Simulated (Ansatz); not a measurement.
In doubt: one-shot GW on d or f shells is unsure, so the values of those runs are not to be relied on.

Rows from a G0W0 calculation on GaCuSe2 (I-42d) (Ansatz 0.2.0; G0W0 on PBE, plane waves, PAW; PAW set soft_1; 4×4×4 mesh, 443 empty bands, screening to 108 eV, plasmon pole, PAW set soft_1 files), in eV. Spin-orbit coupling is left out.

| row | Σx | Σc | Vxc | Z |
| --- | --- | --- | --- | --- |
| A | -31.25 | 4.54 | -26.41 | 0.75 |
| B | -11.19 | -3.44 | -14.89 | 0.80 |
| C | -9.61 | -3.37 | -12.90 | 0.80 |
| D | -31.69 | 4.64 | -26.75 | 0.75 |

Question: Which rows are filled states and which are empty ones, and how can one tell?

Filled: A and D. Empty: B and C. The sign of Σc tells: for a filled state bare exchange, which holds its interaction with itself, lies below Vxc (Σx − Vxc is -4.8 eV or lower here) and screening gives part back as a positive Σc. For an empty state Σx lies above Vxc (+3.3 eV or more) and the Coulomb hole leaves Σc negative.

[Runs of the session that timed out or met a known fault of the program may be left out.]

[Cells called generated may have been cut or substituted from an entry of the Crystallography Open Database or the Materials Project.]

[Hosts, paths, dates, database ids (printed as entryN), source tags and the programs' standing remarks are cut or masked in the printed files.]
